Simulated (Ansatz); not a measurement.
# TiTe2 (P-3m1): the Drude term of Re ε in the infrared

Re ε of TiTe2 (P-3m1) along x at low photon energies is read from one computed spectrum; the carriers' damping was typed as γ = 0.1 eV. x, y and z are the Cartesian axes of the input cell.

The structure is trigonal, space group P-3m1 (No. 164). Conventional cell: a = 3.777 Å, b = 3.777 Å, c = 6.498 Å, α = 90.00°, β = 90.00°, γ = 120.00°. Around Te on site d lie 3 Ti at 2.77 Å. Ti on site a is surrounded by 6 Te at 2.77 Å.

Method: Ansatz 0.2.0, PBE, independent particles, k-mesh 15×15×7 with interpolation inside its cells, Gaussian parameter 0.15 eV.

Launch of the response step: `ansatz run input.yaml --threads 4 --pin off --max-ram 8192MiB --backend cpu --events-out ev --progress --plain --runs-dir out`. The run took 4.0 min, on 4 threads of AMD EPYC 9R45 96-Core Processor (Zen 5), with other jobs on the host.

```tsv
photon energy E (eV)	wavelength (µm)	Re ε
0.25	4.96	-122.3
0.30	4.13	-80.5
0.35	3.54	-50.9
0.40	3.10	-28.5
0.50	2.48	-0.4
0.60	2.07	8.3
0.70	1.77	?
```

A Drude term over a constant background gives Re ε = ε_b − ωp²/(E² + γ²), linear in 1/(E² + γ²).

Working, on the rows shown:

| x = 1/(E² + γ²) (eV⁻²) | y = Re ε |
| --- | --- |
| 13.7931 | -122.3 |
| 10 | -80.5 |
| 7.54717 | -50.9 |
| 5.88235 | -28.5 |
| 3.84615 | -0.4 |
| 2.7027 | 8.3 |

Means: x̄ = 7.2952, ȳ = -45.717. Σ(x − x̄)(y − ȳ) = -1022, Σ(x − x̄)² = 84.59. Slope = -1022 / 84.59 = -12.08; intercept = ȳ − slope · x̄ = 42.403. The line misses the rows shown by at most 3.7.

Task: Predict the last column of the withheld row from the fit.

Result: At x = 2 the line gives y = 18.245. The run gave 5.3, so the extrapolation is off by 13, 10 % of the range in the table. Beyond its data the fit drifts from the curve.

Refitted with all rows, the slope is -11.54 and the intercept 37.017. These give ωp = √(−slope) = 3.40 eV, against 3.45 eV from the program's Fermi-surface sum, and an intercept of 37.0. Taking the program's Drude term off the rows leaves 42 at the lowest energy and 29 at the highest, so the background isn't constant: interband transitions lie in or near the window, and neither fitted number can be trusted. The values come from a sum over the points of one k-mesh and carry its error, which is largest for Fermi-surface quantities. Spin-orbit coupling is left out.

[Logs are printed without paths, hosts, clocks, repeated set-up lines and the standing remarks that a program may print on its own settings, such as how far it seeks lower states.]
